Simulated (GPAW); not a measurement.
**Cs2AgSbBr6 (Fm-3m): G0W0 on several meshes in GPAW**

Wanted: mesh dependence and cost of G0W0 for Cs2AgSbBr6 (Fm-3m).

Main program and level: GPAW 26.7.0; LDA and many-body steps on it, plane waves.

## Step 1: Set-up

It takes space group Fm-3m (No. 225, cubic). The conventional cell has a = 11.379 Å, b = 11.379 Å, c = 11.379 Å, α = 90.00°, β = 90.00°, γ = 90.00°. Nearest to Cs lie 12 Br at 4.02 Å. Nearest to Ag lie 6 Br at 2.86 Å. Sb has 6 Br at 2.83 Å nearest. Nearest to Br lie 1 Sb at 2.83 Å and 1 Ag at 2.86 Å and 4 Cs at 4.02 Å. Farther neighbours and most contacts between anions are not listed.

Coordinates:

```xyz
10
Lattice="0.0000 5.6893 5.6893 5.6893 0.0000 5.6893 5.6893 5.6893 0.0000" Properties=species:S:1:pos:R:3 pbc="T T T"
Cs    8.5339    8.5339    8.5339
Cs    2.8446    2.8446    2.8446
Ag    5.6893    5.6893    5.6893
Sb    0.0000    0.0000    0.0000
Br    2.8269    5.6893    5.6893
Br    5.6893    5.6893    2.8269
Br    8.5516    5.6893    5.6893
Br    5.6893    2.8269    5.6893
Br    5.6893    8.5516    5.6893
Br    5.6893    5.6893    8.5516
```

The cell and positions are those that the Materials Project relaxed with its own functionals (PBE, PBE+U or r2SCAN), kept fixed. Spin-orbit coupling is left out unless a step names it.

## Step 2: Empty states on the mesh, 2×2×2 mesh, 1249 bands

This step: GPAW 26.7.0; DFT, LDA, plane waves, PAW.

The sums over transitions need many empty states on a uniform mesh; this step solves for them.

Input file run.py:

```python
import json
import numpy as np
from gpaw.mpi import world
from gpaw import GPAW

calc = GPAW('gs.gpw').fixed_density(kpts={'size': (2, 2, 2), 'gamma': True},
    parallel={'domain': 1, 'band': 1},
    txt='nscf.txt')
calc.diagonalize_full_hamiltonian(nbands=1249)
calc.write('full.gpw', mode='all')
res = {}
kpts = calc.get_ibz_k_points()
res['kpts'] = kpts
res['eigenvalues'] = [calc.get_eigenvalues(kpt=k) for k in range(len(kpts))]
res['n_electrons'] = calc.get_number_of_electrons()

if world.rank == 0:
    with open('result.json', 'w') as f:
        json.dump(res, f, default=lambda x: x.tolist())
```

On the command line:

```
$ mpirun -n 3 gpaw python run.py
```

Numbers of over 12 decimals in the logs are rounded to 6 here.

The log of the run:

```text
Diagonalizing LCAO Hamiltonian
Converting LCAO to pw mode
convergence criteria:
- Maximum integral of absolute [eigenst]ate change: 4e-08 eV^2 / valence electron
maximum number of iterations: 100

SCF iterations
|iter     |     time |      energy | eigst |  dens |
|iter:   1|  |             | +0.57 |       |
|iter:   2|  |             | -0.38 |       |
|iter:   3|  |             | -1.09 |       |
[...]
|iter:  43|  |             | -7.08 |       |
|iter:  44|  |             | -7.32 |       |
|iter:  45|  |             | -7.49c|       |
SCF steps: 45
  __  _  _
 | _ |_)|_||  |
 |__||  | ||/\| - 26.7.0

Input parameters:
  mode=PW(ecut=450.000000),
  convergence={'density': 1e-06, 'bands': -3},
  gpts=array([40, 40, 40]),
  kpts=MonkhorstPack(size=(2, 2, 2), gamma=True),
  maxiter=100,
  nbands=57,
  occupations=Occupations(name='fermi-dirac', width=0.001, fixmagmom=False),
  parallel={'domain': 1, 'band': 1},
  xc=XC(name='LDA')
Matrix size: 7943x7943
# Writing to full.gpw (mode='all')
  [... matrices ...]

timing:  # [seconds]
  Total: 185.758  # ━━━━━━━━━━━━━━━━━━━━━━━━━━━━━━━━━━━━━━━━━━━━━━━━━━━━━━━━━
```

Wall time 3.4 min (3 MPI ranks of AMD EPYC 9R45, shared host); peak memory 13 GiB.

This step gave:

| Quantity | Value |
| --- | --- |
| gap | 0.7528 eV |
| k of the valence top | 0.5, 0.5, 0 |
| k of the conduction bottom | 0.5, 0.5, 0.5 |
| least direct gap | 1.936 eV |
| k points computed | 3 |
| lowest point of the top converged band, above the valence top | 121.9163 eV |

On this mesh the gap is 0.753 eV.

## Step 3: 2×2×2

G0W0 replaces the xc potential by the self-energy, built once from these orbitals. Only a window of levels is corrected, while the sums run over the empty bands that the input names.

This step: G0W0 on LDA, plane waves, PAW.

Input file run.py:

```python
import json
import numpy as np
from gpaw.mpi import world
from gpaw.response.g0w0 import G0W0

gw = G0W0('full.gpw',
    filename='gw',
    kpts=[0, 1, 2],
    bands=(44, 48),
    ecut=39,
    nbands=203,
    integrate_gamma='WS',
    ppa=True)
gw.calculate()
res = {mode: {k: v for k, v in r.items() if k != 'sigma_eskwn'}
       for mode, r in gw.all_results.items()}

if world.rank == 0:
    with open('result.json', 'w') as f:
        json.dump(res, f, default=lambda x: x.tolist())
```

On the command line:

```
$ mpirun -n 8 gpaw python run.py
```

The log of the run:

```text
Using integrator: PointIntegrator
FrequencyGridDescriptor(from 0.000+0.000j to 0.000+27.211j eV, 2 points)
Nonperiodic BCs:  [False False False]
Using integrator: PointIntegrator
FrequencyGridDescriptor(from 0.000+0.000j to 0.000+27.211j eV, 2 points)
Nonperiodic BCs:  [False False False]
  ___  _ _ _
 |   || | | |
 | | || | | |
 |__ ||_____|
 |___|

BZ k-points: Symmetries present (total): 48

  [... matrices ...]
8 k-points: 2 x 2 x 2 Monkhorst-Pack grid + [1/4,1/4,1/4]
3 k-points in the irreducible part of the Brillouin zone
       k-points in crystal coordinates                weights
   0:     0.00000000    0.00000000    0.00000000          1/8
   1:     0.50000000    0.50000000    0.00000000          3/8
   2:     0.50000000    0.50000000    0.50000000          4/8

Distributing spins, k-points and bands (1 x 3 x 4) over 8 processes
Number of blocks: 1

Quasi particle states:
k-points (IBZ indices): [0, 1, 2]
Band range: (44, 48)
  [... matrices ...]
Computational parameters:
Plane wave cut-off: 39 eV
Number of bands: 203
Coulomb cutoff: None
Broadening: 0.1 eV

fxc modes: GW
Kernel: RPA
Using Godby-Needs plasmon-pole approximation:
  Fitting energy: i*E0, E0 = 1.000 Hartree
Summing all q:

Calculating screened Coulomb potential
No Coulomb truncation
FrequencyGridDescriptor(from 0.000+0.000j to 0.000+27.211j eV, 2 points)
Removing empty qpoint cache files...

Calculating chi0 body with:
    Ground state adapter containing:
    Number of spins: 1
    Number of kpoints: 8
    Number of irreducible kpoints: 3
    Number of completely occupied states: 46
    Number of partially occupied states: 46
    Occupied states memory: 44.921875 M / cpu

    Linear response parametrization:
    q_c: [0.0, 0.0, 0.0]
    Number of frequency points: 2
    Planewave cutoff: 39.0
    Number of bands: 203
    Number of planewaves: 181
    Broadening (eta): 1e-06
    comm.size: 8
    kncomm.size: 8
    blockcomm.size: 1

    Memory estimate of potentially large arrays:
        chi0_wGG: 0.999786 M / cpu
Integrating chi0 body.

Symmetries of q_c:
    Direct symmetries (Uq -> q): 48
    Indirect symmetries (TUq -> q): 0
In total 48 allowed symmetries.

  [... matrices ...]
3 groups of equivalent kpoints. 62.5% reduction.

Integral kind: response function
Integrating chi0 head and wings.

Symmetries of q_c:
    Direct symmetries (Uq -> q): 48
    Indirect symmetries (TUq -> q): 0
In total 48 allowed symmetries.

  [... matrices ...]
3 groups of equivalent kpoints. 62.5% reduction.

Integral kind: response function wings

Calculating chi0 body with:
    Ground state adapter containing:
    Number of spins: 1
    Number of kpoints: 8
    Number of irreducible kpoints: 3
    Number of completely occupied states: 46
    Number of partially occupied states: 46
    Occupied states memory: 44.921875 M / cpu

    Linear response parametrization:
[... the further q-points ...]

Results:
f:      Occupation numbers
eps:     KS-eigenvalues [eV]
vxc:     KS vxc [eV]
exx:     Exact exchange [eV]
sigma:   Self-energies [eV]
dsigma:  Self-energy derivatives
Z:       Renormalization factors
qp:      QP-energies [eV]

k-point 0 (0): (0.000, 0.000, 0.000)                GW
band       f     eps     vxc     exx   sigma  dsigma       Z      qp
                                                                   GW
  44   1.000   1.223 -22.394 -26.026   3.496  -0.286   0.778   1.118
  45   1.000   1.223 -22.394 -26.026   3.496  -0.286   0.778   1.118
  46   0.000   3.996 -13.791  -9.612  -2.639  -0.246   0.803   5.232
  47   0.000   3.996 -13.791  -9.612  -2.639  -0.246   0.803   5.232

k-point 1 (1): (0.500, 0.500, 0.000)                GW
band       f     eps     vxc     exx   sigma  dsigma       Z      qp
                                                                   GW
  44   1.000   1.217 -22.397 -26.043   3.505  -0.287   0.777   1.108
  45   1.000   2.152 -20.800 -22.980   2.476  -0.262   0.792   2.386
[...]
k-point 2 (2): (0.500, 0.500, 0.500)                GW
band       f     eps     vxc     exx   sigma  dsigma       Z      qp
                                                                   GW
[...]
45   1.000   0.969 -16.378 -18.176   2.053  -0.264   0.791   1.171
  46   0.000   2.905 -13.887  -9.771  -2.573  -0.240   0.806   4.149
  47   0.000   5.272 -16.903 -12.596  -2.513  -0.274   0.785   6.680
```

Elapsed: 23 s, on 8 MPI ranks; peak memory 5.8 GiB.

This step gave:

| Item | Value |
| --- | --- |
| G0W0 gap on the points computed | 1.762 eV |
| least direct G0W0 gap on the computed points | 2.978 eV |
| Z at the valence top | 0.7921 |
| Z at the conduction bottom | 0.8063 |
| starting gap on the mesh | 0.7528 eV |
| k of the valence top | 0.5, 0.5, 0 |
| k of the conduction bottom | 0.5, 0.5, 0.5 |

The gap on the mesh goes from 0.75 eV to 1.76 eV, a correction of +1.01 eV.

## Step 4: Empty states on the mesh, 4×4×4 mesh, 213 bands

This step: DFT, LDA, plane waves, PAW.

Input file run.py:

```python
import json
import numpy as np
from gpaw.mpi import world
from gpaw import GPAW

calc = GPAW('gs.gpw').fixed_density(kpts={'size': (4, 4, 4), 'gamma': True},
    nbands=248,
    convergence={'bands': 213},
    txt='nscf.txt')
calc.write('full.gpw', mode='all')
res = {}
kpts = calc.get_ibz_k_points()
res['kpts'] = kpts
res['eigenvalues'] = [calc.get_eigenvalues(kpt=k) for k in range(len(kpts))]
res['n_electrons'] = calc.get_number_of_electrons()

if world.rank == 0:
    with open('result.json', 'w') as f:
        json.dump(res, f, default=lambda x: x.tolist())
```

On the command line:

```
$ mpirun -n 8 gpaw python run.py
```

The log of the run:

```text
Diagonalizing LCAO Hamiltonian
Converting LCAO to pw mode
convergence criteria:
- Maximum integral of absolute [eigenst]ate change: 4e-08 eV^2 / valence electron
maximum number of iterations: 100

SCF iterations
|iter     |     time |      energy | eigst |  dens |
|iter:   1|  |             | +3.71 |       |
|iter:   2|  |             | +2.49 |       |
|iter:   3|  |             | +1.49 |       |
[...]
|iter:  14|  |             | -6.92 |       |
|iter:  15|  |             | -7.30 |       |
|iter:  16|  |             | -7.70c|       |
SCF steps: 16
  __  _  _
 | _ |_)|_||  |
 |__||  | ||/\| - 26.7.0

Input parameters:
  mode=PW(ecut=450.000000),
  convergence={'bands': 213},
  gpts=array([40, 40, 40]),
  kpts=MonkhorstPack(size=(4, 4, 4), gamma=True),
  maxiter=100,
  nbands=248,
  occupations=Occupations(name='fermi-dirac', width=0.001, fixmagmom=False),
  parallel={},
  xc=XC(name='LDA')
# Writing to full.gpw (mode='all')
  [... matrices ...]

timing:  # [seconds]
  Total: 0.087  # ━━━━━━━━━━━━━━━━━━━━━━━━━━━━━━━━━━━━━━━━━━━━━━━━━━━━━━━━━━━
```

Run time: 30 s. Hardware: 8 MPI ranks; peak memory 3.3 GiB.

Numbers from this step:

- gap: 0.7528 eV
- k of the valence top: 0.5, 0.5, 0
- k of the conduction bottom: 0.5, 0.5, 0.5
- least direct gap: 1.919 eV
- k points computed: 8
- lowest point of the top converged band, above the valence top: 29.89 eV

On this mesh the gap is 0.753 eV.

## Step 5: 4×4×4

This step: G0W0 on LDA, plane waves, PAW.

Input file run.py:

```python
import json
import numpy as np
from gpaw.mpi import world
from gpaw.response.g0w0 import G0W0

gw = G0W0('full.gpw',
    filename='gw',
    kpts=[0, 5, 6, 7],
    bands=(44, 48),
    ecut=39,
    nbands=203,
    integrate_gamma='WS',
    ppa=True)
gw.calculate()
res = {mode: {k: v for k, v in r.items() if k != 'sigma_eskwn'}
       for mode, r in gw.all_results.items()}

if world.rank == 0:
    with open('result.json', 'w') as f:
        json.dump(res, f, default=lambda x: x.tolist())
```

On the command line:

```
$ mpirun -n 8 gpaw python run.py
```

The log of the run:

```text
Using integrator: PointIntegrator
FrequencyGridDescriptor(from 0.000+0.000j to 0.000+27.211j eV, 2 points)
Nonperiodic BCs:  [False False False]
Using integrator: PointIntegrator
FrequencyGridDescriptor(from 0.000+0.000j to 0.000+27.211j eV, 2 points)
Nonperiodic BCs:  [False False False]
  ___  _ _ _
 |   || | | |
 | | || | | |
 |__ ||_____|
 |___|

BZ k-points: Symmetries present (total): 48

  [... matrices ...]
64 k-points: 4 x 4 x 4 Monkhorst-Pack grid + [1/8,1/8,1/8]
8 k-points in the irreducible part of the Brillouin zone
       k-points in crystal coordinates                weights
   0:     0.00000000    0.00000000    0.00000000          1/64
   1:     0.25000000    0.25000000    0.00000000          6/64
   2:     0.25000000    0.25000000    0.25000000          8/64
[...]
6:     0.50000000    0.50000000    0.25000000         24/64
   7:     0.50000000    0.50000000    0.50000000          4/64

Distributing spins, k-points and bands (1 x 4 x 4) over 8 processes
Number of blocks: 1

Quasi particle states:
k-points (IBZ indices): [0, 5, 6, 7]
Band range: (44, 48)
  [... matrices ...]
Computational parameters:
Plane wave cut-off: 39 eV
Number of bands: 203
Coulomb cutoff: None
Broadening: 0.1 eV

fxc modes: GW
Kernel: RPA
Using Godby-Needs plasmon-pole approximation:
  Fitting energy: i*E0, E0 = 1.000 Hartree
Summing all q:

Calculating screened Coulomb potential
No Coulomb truncation
FrequencyGridDescriptor(from 0.000+0.000j to 0.000+27.211j eV, 2 points)
Removing empty qpoint cache files...

Calculating chi0 body with:
    Ground state adapter containing:
    Number of spins: 1
    Number of kpoints: 64
    Number of irreducible kpoints: 8
    Number of completely occupied states: 46
    Number of partially occupied states: 46
[...]
[... matrices ...]
8 groups of equivalent kpoints. 87.5% reduction.

Integral kind: response function
Integrating chi0 head and wings.

Symmetries of q_c:
    Direct symmetries (Uq -> q): 48
    Indirect symmetries (TUq -> q): 0
In total 48 allowed symmetries.

  [... matrices ...]
8 groups of equivalent kpoints. 87.5% reduction.

Integral kind: response function wings

Calculating chi0 body with:
    Ground state adapter containing:
    Number of spins: 1
    Number of kpoints: 64
    Number of irreducible kpoints: 8
    Number of completely occupied states: 46
    Number of partially occupied states: 46
    Occupied states memory: 44.921875 M / cpu

    Linear response parametrization:
[... the further q-points ...]

Results:
f:      Occupation numbers
eps:     KS-eigenvalues [eV]
vxc:     KS vxc [eV]
exx:     Exact exchange [eV]
sigma:   Self-energies [eV]
dsigma:  Self-energy derivatives
Z:       Renormalization factors
qp:      QP-energies [eV]

k-point 0 (0): (0.000, 0.000, 0.000)                GW
band       f     eps     vxc     exx   sigma  dsigma       Z      qp
                                                                   GW
  44   1.000   1.223 -22.394 -25.796   3.372  -0.288   0.776   1.200
  45   1.000   1.223 -22.394 -25.796   3.372  -0.288   0.776   1.200
  46   0.000   3.996 -13.791  -9.714  -2.567  -0.242   0.805   5.212
[...]
k-point 1 (5): (0.500, 0.500, 0.000)                GW
band       f     eps     vxc     exx   sigma  dsigma       Z      qp
                                                                   GW
[...]
k-point 2 (6): (0.500, 0.500, 0.250)                GW
band       f     eps     vxc     exx   sigma  dsigma       Z      qp
                                                                   GW
[...]
k-point 3 (7): (0.500, 0.500, 0.500)                GW
band       f     eps     vxc     exx   sigma  dsigma       Z      qp
                                                                   GW
[...]
46   0.000   2.905 -13.887 -10.064  -2.351  -0.237   0.808   4.095
  47   0.000   5.272 -16.903 -12.536  -2.557  -0.220   0.819   6.754
```

Run time: 1.8 min. Hardware: 8 MPI ranks; peak memory 7.2 GiB; 14 min of CPU time.

This step gave:

```yaml
g0w0_gap_on_the_mesh: 1.642 eV
least_direct_g0w0_gap_on_the_computed_points: 2.897 eV
z_at_the_valence_top: 0.7930
z_at_the_conduction_bottom: 0.8082
starting_gap_on_the_mesh: 0.7528 eV
k_of_the_valence_top: 0.5, 0.5, 0
k_of_the_conduction_bottom: 0.5, 0.5, 0.5
```

Against G0W0 in GPAW (2×2×2 mesh, 203 bands, screening to 39 eV, Godby-Needs plasmon pole), the gap moves by −0.120 eV.

## Step 6: The runs together

Times are wall times on 8 MPI ranks of AMD EPYC 9R45, shared host, good to a factor of about two.

| run | mesh | bands | screening cutoff (eV) | DFT gap (eV) | gap on the mesh (eV) | direct (eV) | time |
| --- | --- | --- | --- | --- | --- | --- | --- |
| 2×2×2 | 2×2×2 | 203 | 39 | 0.753 | 1.762 | 2.978 | 23 s |
| 4×4×4 | 4×4×4 | 203 | 39 | 0.753 | 1.642 | 2.897 | 1.8 min |

## Step 7: Results

```json
{
  "2×2×2": "1.762 eV",
  "4×4×4": "1.642 eV",
  "known limits": "not at the basis limit; d shell near the gap, gap tends to lie low; no spin-orbit coupling; coarse k mesh"
}
```

In words: 4×4×4: −0.120 eV against 2×2×2. Bands and cutoff are finite, so the gap is not at the basis limit. The miss can reach some tenths of an eV and take either sign; the mesh is an error of its own. These stock PAW sets were not made for GW; the filled d or f shell of Br lies in the frozen core, which bears on start and correction. The 2×2×2 mesh is coarse for this cell, which bears on the long-range parts of exchange and screening. Mesh or cutoff lie under what a gap needs, so these runs test behaviour and cost; their gaps are not to be quoted. A d shell, filled or nearly so, lies near the gap. One-shot GW converges very slowly in bands there, not always from below, and on a semilocal start the gap tends to come out low; starts rich in exact exchange can overshoot instead. The many-body steps are scalar-relativistic: spin-orbit coupling is not in them.

[Paths, hosts, dates, memory and timing lines, banners, echoed tables and standing remarks are left out of the program output.]

[Logs are printed without paths, hosts, clocks, repeated set-up lines and the standing remarks that a program may print on its own settings, such as how far it seeks lower states.]

[Runs of the session that timed out or met a known fault of the program may be left out.]

[Hosts, paths, dates, database ids (printed as entryN), source tags and the programs' standing remarks are cut or masked in the printed files.]
